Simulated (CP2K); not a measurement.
Two runs for the C K edge of thietane. Run A: CP2K XAS_TDP, all-electron GAPW, PBEh(45%), aug-cc-pVDZ, TDA, no relativity. Run B differs in one setting.

First lines with a strength over 0.0015. A:

| atom | energy (eV) | states | strength, one atom |
| --- | --- | --- | --- |
| C1 (bonded to 2 C and 2 H) | 283.90 | 1 | 0.0094 |
|  | 284.14 | 1 | 0.0071 |
|  | 284.54 | 1 | 0.0194 |
|  | 284.92 | 1 | 0.0058 |
|  | 285.66 | 1 | 0.0063 |
| C2 (bonded to C, S and 2 H), 2 alike | 283.15 | 1 | 0.0414 |
|  | 284.69 | 1 | 0.0102 |
|  | 284.86 | 1 | 0.0085 |
|  | 285.12 | 1 | 0.0177 |
|  | 286.01 | 1 | 0.0045 |

B:

| atom | energy (eV) | states | strength, one atom |
| --- | --- | --- | --- |
| C1 (bonded to 2 C and 2 H) | 289.88 | 1 | 0.0092 |
|  | 290.12 | 1 | 0.0070 |
|  | 290.52 | 1 | 0.0190 |
|  | 290.90 | 1 | 0.0057 |
|  | 291.64 | 1 | 0.0062 |
| C2 (bonded to C, S and 2 H), 2 alike | 288.74 | 1 | 0.0406 |
|  | 290.28 | 1 | 0.0100 |
|  | 290.45 | 1 | 0.0084 |
|  | 290.72 | 1 | 0.0173 |
|  | 291.60 | 1 | 0.0044 |

**Question.** Which was it: the basis, GW2X switched on, the functional, scalar relativity switched on?

GW2X switched on. GW2X shifts an atom's lines together and keeps their spacings. Against PBEh(45%) in aug-cc-pVDZ, the leading lines move by +5.98 eV (C1, to 289.88) and +5.59 eV (C2, to 288.74).

[Hosts, paths, dates, database ids (printed as entryN), source tags and the programs' standing remarks are cut or masked in the printed files.]
